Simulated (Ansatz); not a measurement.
# HoZn2Sn2, from a guessed structure to a relaxed one

This structure for HoZn2Sn2 is made up. Its elements were placed in a known structure type with a cell scaled to their sizes. What cell does the guess relax to, and how far off was it?

Method: DFT, PBE, plane-wave PAW, default files, scalar-relativistic, ferromagnetic start, cell and ions relaxed at zero pressure, in Ansatz 0.2.0.

In doubt: a part-filled 4f shell, where there is one, can sit in one of many states, so energies may not be the lowest and differences between runs may mislead; derivatives with an open 4f shell can jump between states, which bears on forces and vibrations.

**1. Set-up**

It takes space group I4/mmm (No. 139, tetragonal). Conventional cell: a = 4.300 Å, b = 4.300 Å, c = 11.088 Å, α = 90.00°, β = 90.00°, γ = 90.00°. Ho has 8 Sn at 3.34 Å and 8 Zn at 3.51 Å nearest. Sn has 4 Zn at 2.57 Å and 1 Sn at 2.74 Å and 4 Ho at 3.34 Å nearest. Zn has 4 Sn at 2.57 Å and 4 Zn at 3.04 Å and 4 Ho at 3.51 Å nearest. Farther neighbours are not listed.

Structure file:

```cif
data_structure
_symmetry_space_group_name_H-M 'I4/mmm'
_symmetry_Int_Tables_number 139
_cell_length_a 4.3000
_cell_length_b 4.3000
_cell_length_c 11.0880
_cell_angle_alpha 90.000
_cell_angle_beta 90.000
_cell_angle_gamma 90.000
_cell_volume 205.02
loop_
_atom_site_label
_atom_site_type_symbol
_atom_site_symmetry_multiplicity
_atom_site_Wyckoff_symbol
_atom_site_fract_x
_atom_site_fract_y
_atom_site_fract_z
_atom_site_occupancy
Ho1 Ho 2 a 0.00000 0.00000 0.00000 1
Sn1 Sn 4 e 0.00000 0.00000 0.37630 1
Zn1 Zn 4 d 0.50000 0.00000 0.25000 1
```

**2. Relaxing cell and atoms**

The guessed cell has no reason to be at equilibrium. It is relaxed with the atoms, within the space group of the guess.

input.yaml reads:

```yaml
crystal:
  lattice:
    - [-2.15, 2.15, 5.544]
    - [2.15, -2.15, 5.544]
    - [2.15, 2.15, -5.544]
  atoms:
    - { symbol: Ho, position: [0.0, 0.0, 0.0], spin: 4.0 }
    - { symbol: Sn, position: [0.3763, 0.3763, 0.0] }
    - { symbol: Sn, position: [0.6237, 0.6237, 0.0] }
    - { symbol: Zn, position: [0.25, 0.75, 0.5] }
    - { symbol: Zn, position: [0.75, 0.25, 0.5] }
magnetization:
  spin_polarized: true
kpoints:
  mp_grid: { grid: [9, 9, 9] }
scf:
  occupations: { method: fermi_dirac, width: 0.05 }
hamiltonian:
  xc: pbe
  pseudopotentials: { kind: paw }
relax:
  f_tol: 0.015
  max_steps: 70
  cell: {}
output:
  forces: true
  stress: true
```

Started as:

```
$ ansatz run input.yaml --threads 4 --pin off --max-ram 10240MiB --backend cpu --events-out ev --progress --plain --runs-dir out
```

Numbers of over 12 decimals in the logs are rounded to 6 here.

What it wrote:

```text
basis.fft_grid_basis auto: the FFT boxes are laid along the combinations [[1, 0, 1], [0, 1, 1], [0, 0, 1]] of the cell's own vectors, 4.300, 4.300 and 6.323 Å long. The dense box has 30×30×45 points. Along the cell's own vectors, as sized, it would have 45×45×45, 2.25 times as many. Of the 16 symmetry operations that the crystal satisfies within crystal.symmetry.tolerance (time reversal apart; of a slab, those that k [...]
Engine: ansatz 0.2.0, x86_64-unknown-linux-gnu
Pseudopotentials: kind: paw
Pseudopotential: Ho, paw, valence charge 21, recommended cutoff 420 eV (normal), Ho.paw.azcp
Pseudopotential: Sn, paw, valence charge 14, recommended cutoff 420 eV (normal), Sn.paw.azcp
Pseudopotential: Zn, paw, valence charge 12, recommended cutoff 420 eV (normal), Zn.paw.azcp
Functional definition: PBE
  parameter kappa = 0.804
  parameter beta = 0.066725
  exchange = pbe_x(kappa = kappa, mu = beta*pi^2/3)
  correlation = pbe_c(beta = beta)
Crystal: 5 atoms, lattice volume = 102.509 Å³
Basis set: ecut = 420 eV, 2003 PW (Γ), FFT grids on a1+a3, a2+a3, a3, exchange–correlation on 60×60×90 points (8 copies of the dense FFT grid, shifted against one another)
Bands: 47, of which v1, the nominal top of the filled ones, is band 37 counted from 1 (36 counted from 0)
Symmetry: 16 space group operations
Space group: I4/mmm (ITA 139), of the structure as read, at distance tolerance 4.7e-5 Å
Magnetic group: BNS 139.531 (UNI 1191), of the structure as read, at distance tolerance 4.7e-5 Å
k-points: 75 of 729
Non-local potential: Ho, projectors of the file, l = 0: 3, l = 1: 2, l = 2: 2, l = 3: 3
Non-local potential: Sn, projectors of the file, l = 0: 2, l = 1: 2, l = 2: 2, l = 3: 2
Non-local potential: Zn, projectors of the file, l = 0: 2, l = 1: 2, l = 2: 3, l = 3: 1
PAW form: soft (Blöchl's): semilocal exchange-correlation on the pseudo side does not see the compensation charge
PAW one-centre angular grid: Ho, 590 points (default); XC on 64 Gauss nodes
PAW one-centre angular grid: Sn, 590 points (default); XC on 64 Gauss nodes
PAW one-centre angular grid: Zn, 590 points (default); XC on 64 Gauss nodes
Initial density: superposition of atomic densities (chi_scale 0.1, normalization cell, long waves kept (reshape's long-wave potential 0.00 eV rms))
Starting moments: Σ|m| = 4 μB on 1 of 5 sites
Initial wavefunctions: pseudopotential atomic-orbital guess
Functional: x = pbe(κ = 0.804, μ = 0.219515), c = pbe(β = 0.066725)
SCF iter   1: F=—  HF=-30007.670720 eV  |F-HF|=—  |Δ(HF+E_count)|=         —  Δρ=4.34e-2 (↑3.98e-2 ↓4.34e-2)  dr2=1.05e1  dr2_m=4.31e-2  M=3.447 μB ∫|m|=3.596 μB  β_m=0.30  ethr=3.10e-3  ⟨swp⟩=7.1  Hψ=30250  notcnv=0  defer=7
Mixer restart at iter 1: flushing history
preconditioner: auto → Kerker (q_TF=auto, 2.578 Å⁻¹)  [metal: Δε(μ)=0.000 eV  Ē_g=13.069 eV  σ=0.050 eV  W_gap=0.00  n_scr=32 (ndim 8)  ℏωp=30.9 eV  f_vac=0.000  D(μ)=18.38/eV (n_scr^D=310)]
spin=Collinear: Kerker preconditioning applied to the charge; magnetization (m = ρ↑ − ρ↓) channel mixes plain (no charge-response kernel on spin).
SCF iter   2: F=—  HF=-30006.573019 eV  |F-HF|=—  |Δ(HF+E_count)|=    1.10e0  Δρ=1.96e-2 (↑1.48e-2 ↓1.96e-2)  dr2=3.13e0  dr2_m=2.92e-2  M=3.451 μB ∫|m|=3.553 μB  β_m=0.38  ethr=3.10e-3  ⟨swp⟩=3.0  Hψ=13566  notcnv=0  defer=258
SCF iter   3: F=—  HF=-30006.277572 eV  |F-HF|=—  |Δ(HF+E_count)|=   2.95e-1  Δρ=1.35e-2 (↑9.84e-3 ↓1.35e-2)  dr2=1.44e0  dr2_m=1.30e-2  M=3.426 μB ∫|m|=3.487 μB  β_m=0.47  ethr=3.10e-3  ⟨swp⟩=2.2  Hψ=9300  notcnv=0  defer=263
SCF iter   4: F=—  HF=-30006.089240 eV  |F-HF|=—  |Δ(HF+E_count)|=   1.88e-1  Δρ=3.88e-3 (↑3.45e-3 ↓3.88e-3)  dr2=5.77e-2  dr2_m=8.05e-4  M=3.397 μB ∫|m|=3.439 μB  β_m=0.61  ethr=1.97e-3  ⟨swp⟩=4.0  Hψ=15150  notcnv=0  defer=261
SCF iter   5: F=—  HF=-30006.766558 eV  |F-HF|=—  |Δ(HF+E_count)|=         —  Δρ=1.33e-2 (↑2.58e-3 ↓1.33e-2)  dr2=4.90e-2  dr2_m=4.01e-2  M=3.388 μB ∫|m|=3.429 μB  β_m=1.00  ethr=7.90e-5  ⟨swp⟩=2.7  Hψ=15033  notcnv=0  defer=258
Mixer restart at iter 5: flushing history
SCF iter   6: F=—  HF=-30006.225406 eV  |F-HF|=—  |Δ(HF+E_count)|=   5.41e-1  Δρ=5.74e-3 (↑4.60e-3 ↓5.74e-3)  dr2=7.85e-2  dr2_m=4.33e-4  M=3.403 μB ∫|m|=3.450 μB  β_m=0.61  ethr=6.85e-5  ⟨swp⟩=5.9  Hψ=18009  notcnv=0  defer=291
SCF iter   7: F=—  HF=-30006.241384 eV  |F-HF|=—  |Δ(HF+E_count)|=   1.60e-2  Δρ=4.90e-3 (↑3.97e-3 ↓4.90e-3)  dr2=5.93e-2  dr2_m=3.31e-4  M=3.375 μB ∫|m|=3.421 μB  β_m=0.44  ethr=6.85e-5  ⟨swp⟩=4.5  Hψ=18580  notcnv=0  defer=257
SCF iter   8: F=—  HF=-30006.187881 eV  |F-HF|=—  |Δ(HF+E_count)|=   5.35e-2  Δρ=8.18e-4 (↑4.84e-4 ↓8.18e-4)  dr2=1.78e-3  dr2_m=6.71e-5  M=3.391 μB ∫|m|=3.439 μB  β_m=0.73  ethr=6.85e-5  ⟨swp⟩=3.1  Hψ=16123  notcnv=0  defer=257
SCF iter   9: F=—  HF=-30006.188482 eV  |F-HF|=—  |Δ(HF+E_count)|=   6.01e-4  Δρ=5.77e-4 (↑4.23e-4 ↓5.77e-4)  dr2=8.91e-4  dr2_m=2.19e-5  M=3.394 μB ∫|m|=3.442 μB  β_m=0.70  ethr=2.43e-6  ⟨swp⟩=2.0  Hψ=12614  notcnv=0  defer=257
SCF iter  10: F=—  HF=-30006.188348 eV  |F-HF|=—  |Δ(HF+E_count)|=   1.34e-4  Δρ=1.63e-4 (↑9.50e-5 ↓1.63e-4)  dr2=7.53e-5  dr2_m=4.80e-6  M=3.396 μB ∫|m|=3.445 μB  β_m=0.74  ethr=1.22e-6  ⟨swp⟩=2.0  Hψ=12691  notcnv=0  defer=257
SCF iter  11: F=—  HF=-30006.188329 eV  |F-HF|=—  |Δ(HF+E_count)|=   1.90e-5  Δρ=1.06e-4 (↑6.90e-5 ↓1.06e-4)  dr2=2.22e-5  dr2_m=8.48e-7  M=3.395 μB ∫|m|=3.444 μB  β_m=0.87  ethr=1.03e-7  ⟨swp⟩=2.0  Hψ=12555  notcnv=0  defer=257
SCF iter  12: F=—  HF=-30006.188345 eV  |F-HF|=—  |Δ(HF+E_count)|=   1.60e-5  Δρ=8.83e-5 (↑1.65e-5 ↓8.83e-5)  dr2=8.48e-6  dr2_m=2.03e-6  M=3.393 μB ∫|m|=3.443 μB  β_m=0.93  ethr=3.04e-8  ⟨swp⟩=2.0  Hψ=12461  notcnv=0  defer=257
SCF iter  13: F=—  HF=-30006.648410 eV  |F-HF|=—  |Δ(HF+E_count)|=         —  Δρ=1.27e-2 (↑5.70e-4 ↓1.27e-2)  dr2=2.43e-2  dr2_m=3.85e-2  M=3.429 μB ∫|m|=3.472 μB  β_m=1.00  ethr=1.16e-8  ⟨swp⟩=2.0  Hψ=12555  notcnv=0  defer=257
Mixer restart at iter 13: flushing history
SCF iter  14: F=—  HF=-30006.127733 eV  |F-HF|=—  |Δ(HF+E_count)|=   5.21e-1  Δρ=1.48e-3 (↑1.48e-3 ↓1.04e-3)  dr2=2.88e-3  dr2_m=1.98e-4  M=3.447 μB ∫|m|=3.482 μB  β_m=0.93  ethr=6.85e-5  ⟨swp⟩=3.0  Hψ=14960  notcnv=0  defer=257
SCF iter  15: F=—  HF=-30006.141339 eV  |F-HF|=—  |Δ(HF+E_count)|=   1.36e-2  Δρ=4.60e-3 (↑2.74e-3 ↓4.60e-3)  dr2=4.49e-2  dr2_m=9.14e-4  M=3.478 μB ∫|m|=3.512 μB  β_m=0.93  ethr=3.95e-6  ⟨swp⟩=4.4  Hψ=22619  notcnv=0  defer=255
[...]
relax step   9: F+E_penalty+E_count = -30006.87096212 eV  Δ(F+E_penalty+E_count) = -1.547e-2 eV  max|allowed force component| = 1.207e-2 eV/Å  Δτ_max = 0.0000 Å  P = +0.116 GPa  Ω = 119.313 Å³  stress off target by 3.82e-1 GPa  SCF on the basis re-selected at this cell (its energy is not comparable with the rows above)  (13 SCF iters)
relax step  10: F+E_penalty+E_count = -30006.87262933 eV  Δ(F+E_penalty+E_count) = -1.667e-3 eV  max|allowed force component| = 2.163e-2 eV/Å  Δτ_max = 0.0006 Å  P = +0.060 GPa  Ω = 119.377 Å³  energy of the carried Pulay correction = -4.322e-5 eV  (10 SCF iters, dr2 threshold 3.65e-7 eV, accepted)
relax step  11: F+E_penalty+E_count = -30006.87252160 eV  Δ(F+E_penalty+E_count) = +1.077e-4 eV  max|allowed force component| = 6.681e-2 eV/Å  Δτ_max = 0.0112 Å  P = -0.036 GPa  Ω = 119.426 Å³  energy of the carried Pulay correction = -8.122e-5 eV  (11 SCF iters, dr2 threshold 5.42e-8 eV, rejected (line search))
relax step  12: F+E_penalty+E_count = -30006.87298127 eV  Δ(F+E_penalty+E_count) = -3.519e-4 eV  max|allowed force component| = 4.953e-3 eV/Å  Δτ_max = 0.0030 Å  P = +0.010 GPa  Ω = 119.435 Å³  energy of the carried Pulay correction = -7.418e-5 eV  (13 SCF iters, accepted)
relax step  13: F+E_penalty+E_count = -30006.87302616 eV  Δ(F+E_penalty+E_count) = -4.489e-5 eV  max|allowed force component| = 1.600e-4 eV/Å  Δτ_max = 0.0013 Å  P = +0.001 GPa  Ω = 119.428 Å³  energy of the carried Pulay correction = -7.657e-5 eV  (14 SCF iters, accepted)
iter 1 solved again at ethr=8.32e-8 eV; its pass at ethr=3.10e-3 eV (dr2=6.07e-5 eV) is discarded
SCF iter   1: F=—  HF=-30006.872960 eV  |F-HF|=—  |Δ(HF+E_count)|=         —  Δρ=6.19e-5 (↑6.19e-5 ↓6.17e-5)  dr2=4.32e-7  dr2_m=1.63e-8  M=3.446 μB ∫|m|=3.480 μB  β_m=0.65  ethr=8.32e-8  ⟨swp⟩=3.9  Hψ=51008  notcnv=0
preconditioner: auto → Kerker (q_TF=auto, 2.513 Å⁻¹)  [metal: Δε(μ)=0.007 eV  Ē_g=13.752 eV  σ=0.050 eV  W_gap=0.04  n_scr=32 (ndim 8)  ℏωp=28.6 eV  f_vac=0.000  D(μ)=5.35/eV (n_scr^D=48)]
spin=Collinear: Kerker preconditioning applied to the charge; magnetization (m = ρ↑ − ρ↓) channel mixes plain (no charge-response kernel on spin).
SCF iter   2: F=—  HF=-30006.873083 eV  |F-HF|=—  |Δ(HF+E_count)|=   1.22e-4  Δρ=2.23e-5 (↑2.23e-5 ↓2.23e-5)  dr2=5.97e-8  dr2_m=2.15e-9  M=3.446 μB ∫|m|=3.480 μB  β_m=0.65  ethr=5.92e-10  ⟨swp⟩=2.0  Hψ=12196  notcnv=0
SCF iter   3: F=—  HF=-30006.873100 eV  |F-HF|=—  |Δ(HF+E_count)|=   1.80e-5  Δρ=1.49e-6 (↑1.13e-6 ↓1.49e-6)  dr2=4.70e-9  dr2_m=6.79e-11  M=3.446 μB ∫|m|=3.480 μB  β_m=0.50  ethr=8.17e-11  ⟨swp⟩=2.0  Hψ=12400  notcnv=0
SCF iter   4: F=—  HF=-30006.873100 eV  |F-HF|=—  |Δ(HF+E_count)|=   3.23e-9  Δρ=4.46e-7 (↑4.46e-7 ↓4.26e-7)  dr2=3.18e-10  dr2_m=1.62e-11  M=3.446 μB ∫|m|=3.480 μB  β_m=0.64  ethr=6.45e-12  ⟨swp⟩=2.2  Hψ=12605  notcnv=0
SCF iter   5: F=—  HF=-30006.873103 eV  |F-HF|=—  |Δ(HF+E_count)|=   2.21e-6  Δρ=1.19e-7 (↑1.19e-7 ↓1.03e-7)  dr2=2.77e-11  dr2_m=7.59e-13  M=3.446 μB ∫|m|=3.480 μB  β_m=0.64  ethr=1.00e-12  ⟨swp⟩=2.0  Hψ=12607  notcnv=0
SCF iter   6: F=—  HF=-30006.873103 eV  |F-HF|=—  |Δ(HF+E_count)|=  4.00e-11  Δρ=5.56e-8 (↑4.62e-8 ↓5.56e-8)  dr2=1.02e-11  dr2_m=5.50e-13  M=3.446 μB ∫|m|=3.480 μB  β_m=0.82  ethr=1.00e-12  ⟨swp⟩=1.0  Hψ=7050  notcnv=0
SCF iter   7: F=—  HF=-30006.873103 eV  |F-HF|=—  |Δ(HF+E_count)|=  1.46e-11  Δρ=6.76e-8 (↑3.39e-8 ↓6.76e-8)  dr2=8.30e-12  dr2_m=7.23e-13  M=3.446 μB ∫|m|=3.480 μB  β_m=0.91  ethr=1.00e-12  ⟨swp⟩=1.0  Hψ=7050  notcnv=0
SCF iter   8: F=—  HF=-30006.873103 eV  |F-HF|=—  |Δ(HF+E_count)|=  1.09e-11  Δρ=4.88e-8 (↑1.51e-8 ↓4.88e-8)  dr2=4.96e-12  dr2_m=5.02e-13  M=3.446 μB ∫|m|=3.480 μB  β_m=0.93  ethr=1.00e-12  ⟨swp⟩=1.0  Hψ=7050  notcnv=0
SCF iter   9: F=—  HF=-30006.873103 eV  |F-HF|=—  |Δ(HF+E_count)|=  1.09e-11  Δρ=2.00e-8 (↑4.87e-9 ↓2.00e-8)  dr2=9.24e-13  dr2_m=8.26e-14  M=3.446 μB ∫|m|=3.480 μB  β_m=0.96  ethr=1.00e-12  ⟨swp⟩=1.0  Hψ=7050  notcnv=0
SCF iter  10: F=—  HF=-30006.873103 eV  |F-HF|=—  |Δ(HF+E_count)|=  1.82e-11  Δρ=3.05e-9 (↑1.78e-9 ↓3.05e-9)  dr2=2.42e-14  dr2_m=1.88e-15  M=3.446 μB ∫|m|=3.480 μB  β_m=0.97  ethr=1.00e-12  ⟨swp⟩=1.0  Hψ=7050  notcnv=0
SCF iter  11: F=-30006.873103 eV  HF=-30006.873103 eV  |F-HF|=7.28e-12  |Δ(HF+E_count)|=  1.46e-11  Δρ=6.88e-9 (↑1.04e-9 ↓6.88e-9)  dr2=5.89e-14  dr2_m=1.42e-14  M=3.446 μB ∫|m|=3.480 μB  ethr=1.00e-12  ⟨swp⟩=2.2  Hψ=17375  notcnv=0
SCF 14 converged in 11 iterations: F = -30006.873103 eV  dr2 = 5.89e-14
relax step  14: F+E_penalty+E_count = -30006.87310266 eV  Δ(F+E_penalty+E_count) = -7.650e-5 eV  max|allowed force component| = 8.381e-5 eV/Å  Δτ_max = 0.0000 Å  P = -0.000 GPa  Ω = 119.428 Å³  stress off target by 1.95e-3 GPa  SCF on the basis re-selected at this cell (its energy is not comparable with the rows above)  (11 SCF iters)
basis re-selected at this cell: Δ(F+E_penalty+E_count) = -7.650e-5 eV, ΔP = -0.001 GPa vs the last step (what re-selecting the basis moved, of the pressure what is left beyond the Pulay correction that the steps carried, after the strain that the cell walked since its last selection, with what the two solves' SCF thresholds leave and, on support functions, any second-order correction that the steps lacked; it is no m [...]
SCF converged after 11 iterations
Magnetization: 3.4464 μB (38.2232 up, 34.7768 down)
Absolute magnetization: 3.4746 μB (∫|ρ↑−ρ↓|, with the PAW one-centre terms)
Spin contamination: 0.0570 ħ² per cell (⟨S²⟩ above its minimum at these occupations)
Per-site moments (μB) at R_I (Å): [(3.429389, 1.398100), (-0.00122405, 1.139461), (-0.00122405, 1.139461), (-0.00130472, 1.139461), (-0.00130472, 1.139461)]
Free energy (F): -30006.873103 eV
Harris-Foulkes:  -30006.873103 eV  (|F-HF|=7.28e-12)
Internal energy: -30006.831409 eV  (E = F + TS)
E sigma→0 (E₀):  -30006.852256 eV
Entropy (-TS):   -0.041694 eV (-8.339 meV/atom)
Fermi energy:    11.026955 eV
--- Per-component energies (eV) ---
  E_band       = -82.588782
  E_kinetic    = 1000.478445
  E_local      = -8977.768063  (includes V_loc(G=0)·N_el)
  E_nonlocal   = 1799.322571
  E_hartree    = 4167.335145
  E_xc         = -1231.548434
  E_vxc        = -516.214792  (∫ρ·V_xc dr)
  E_paw        = -18937.180694  (= ΣΔE_a)
  E_vpaw       = -1723.076563  (= ΣTr[D̂ρ^β])
  E_aug_tail   = -0.000686  (compensation charges beyond the density's cutoff)
  E_ewald      = -7827.469693
  E_smearing   = -0.041694  (= −TS)
  E_closure    = 0.000000  (closes the sum)
  Σ components = -30006.873103   (vs F -30006.873103, Δ=0.00e0)
--- Forces (eV/Å), atoms counted from 1 ---
  atom   1  Ho     0.00000000    -0.00000000    -0.00000000
  atom   2  Sn     0.00000000     0.00000000    -0.00008381
  atom   3  Sn    -0.00000000    -0.00000000     0.00008381
  atom   4  Zn     0.00000000     0.00000000    -0.00000000
  atom   5  Zn     0.00000000     0.00000000     0.00000000
  max |Σ_I F_I| component: 6.94e-18 eV/Å
--- Stress (GPa, compression-positive) ---
       -0.001231      -0.000000      -0.000000
       -0.000000      -0.001231       0.000000
       -0.000000       0.000000       0.001946
  P = ⅓ Tr σ = -0.0002 GPa (-0.002 kbar)
--- Relaxed structure (12 steps of the walk, 11 accepted, 2 SCFs on fresh bases) ---
  F+E_penalty+E_count = -30006.87310266 eV   max|allowed force component| = 8.381e-5 eV/Å   (the final SCF, on the basis selected at the relaxed cell)
  cell:  # Å, volume = 119.4276 Å³
    - [-2.152104, 2.152104, 6.446414]
    - [2.152104, -2.152104, 6.446414]
    - [2.152104, 2.152104, -6.446414]
  atoms:
    - { symbol: Ho, position: [0, 0, 0] }
    - { symbol: Sn, position: [0.384318, 0.384318, 0] }
    - { symbol: Sn, position: [0.615682, 0.615682, 0] }
    - { symbol: Zn, position: [0.250000, 0.75, 0.5] }
    - { symbol: Zn, position: [0.75, 0.250000, 0.5] }
```

The job ended after 2.8 min (4 threads of Intel Xeon Platinum 8488C (Sapphire Rapids), shared host; peak memory 1.1 GiB; 11 min of CPU time).

The steps of the relaxation:

```tsv
step	energy less that of the first step (eV)	largest force component (eV/Å)	pressure (GPa)	volume (Å³)
1	0.0000	0.8735	12.03	102.51
2	-0.5807	0.3486	1.90	116.93
3	-0.6164	0.0885	0.50	119.63
4	-0.6357	0.0098	-0.44	121.57
5	-0.6551	0.0461	-0.80	121.73
6	-0.6645	0.0129	-0.37	120.37
7	-0.6670	0.0004	-0.05	119.45
8	-0.6671	0.0073	-0.03	119.31
9*	-0.6826	0.0121	0.12	119.31
10	-0.6843	0.0216	0.06	119.38
11	-0.6841	0.0668	-0.04	119.43
12	-0.6846	0.0050	0.01	119.43
13	-0.6847	0.0002	0.00	119.43
14*	-0.6847	0.0001	0.00	119.43
```

Relaxation steps marked * repeat the geometry before them on a plane-wave basis chosen anew for their cell, so energy and pressure can jump there. Relaxation step 11 was tried and not accepted.

Forces are held to the 16 operations that the run works with; a distortion that breaks them can't arise in this run.

```tsv
cell as run	before	after	change
a (Å)	6.323	7.129	+12.7 %
b (Å)	6.323	7.129	+12.7 %
c (Å)	6.323	7.129	+12.7 %
α (°)	140.24	144.86	+3.3 %
β (°)	140.24	144.86	+3.3 %
γ (°)	57.48	50.55	-12.1 %
volume (Å³/atom)	20.50	23.89	+16.5 %
```

The atoms that moved most (Å, as changes of fractional coordinates times the final cell):

```tsv
atom	dx	dy	dz	length
Sn2	0.000	0.000	0.103	0.103
Sn3	0.000	0.000	-0.103	0.103
```

Final coordinates:

```xyz
5
Lattice="-2.1521 2.1521 6.4464 2.1521 -2.1521 6.4464 2.1521 2.1521 -6.4464" Properties=species:S:1:pos:R:3 pbc="T T T"
Ho    0.0000    0.0000    0.0000
Sn    0.0000    0.0000    4.9549
Sn    0.0000    0.0000    7.9379
Zn    2.1521    0.0000    3.2232
Zn    0.0000    2.1521    3.2232
```

This step gave:

```yaml
free_energy: -30006.8731 eV
energy_at_zero_smearing: -30006.8523 eV
smearing_term_ts: 0.04169 eV
fermi_energy: 11.03 eV
magnetization: 3.446 μB
absolute_magnetization: 3.475 μB
site_moments: 3.429, -0.001224, -0.001224, -0.001305, -0.001305 μB
electrons: 73
symmetry_operations: 16
pressure: -1.72e-4 GPa
```

Site moment by atom:

```tsv
atom	site moment (μB)
Ho1	3.43
Sn2	0.00
Sn3	0.00
Zn4	0.00
Zn5	0.00
```

Shortest distances by pair of elements, guess and relaxed (not always the same contact):

```tsv
pair	guess (Å)	relaxed (Å)
Sn–Zn	2.566	2.762
Sn–Sn	2.743	2.983
Zn–Zn	3.041	3.044
Ho–Sn	3.336	3.389
Ho–Zn	3.508	3.876
```

The relaxation ends with a largest force component of 8.4e-5 eV/Å and a pressure of 0.00 GPa.

**3. Summary of results**

```json
{"space group, relaxed": "I4/mmm", "conventional cell": "a = 4.304, b = 4.304, c = 12.893 Å; α = 90.0°, β = 90.0°, γ = 90.0°", "volume per atom": "23.89 Å³ (guess 20.50)", "total moment": "3.45 μB in the cell of 5 atoms"}
```

In words: HoZn2Sn2 relaxes to I4/mmm with a = 4.304, b = 4.304 and c = 12.893 Å. The guessed volume was 14 % too small. The space group I4/mmm was held in the relaxation, so the end point is a stationary structure within it and may be a saddle against distortions or other arrangements. The input starts from parallel moments, and no other start was typed. The f shell may be open and has no Hubbard U, so its place in energy and the volume are uncertain. The electronic state may lie above the lowest one. Mesh and cutoff weren't tested. A vector of the cell changed its length by 13 %, more than the volume shows. Spin-orbit coupling is left out, which can matter for elements this heavy. No dispersion term is used, so weakly bound directions may come out too long. Nothing here tests whether the compound is stable against decomposition.

[Logs are printed without paths, hosts, clocks, repeated set-up lines and the standing remarks that a program may print on its own settings, such as how far it seeks lower states.]

[Hosts, paths, dates, database ids (printed as entryN), source tags and the programs' standing remarks are cut or masked in the printed files.]
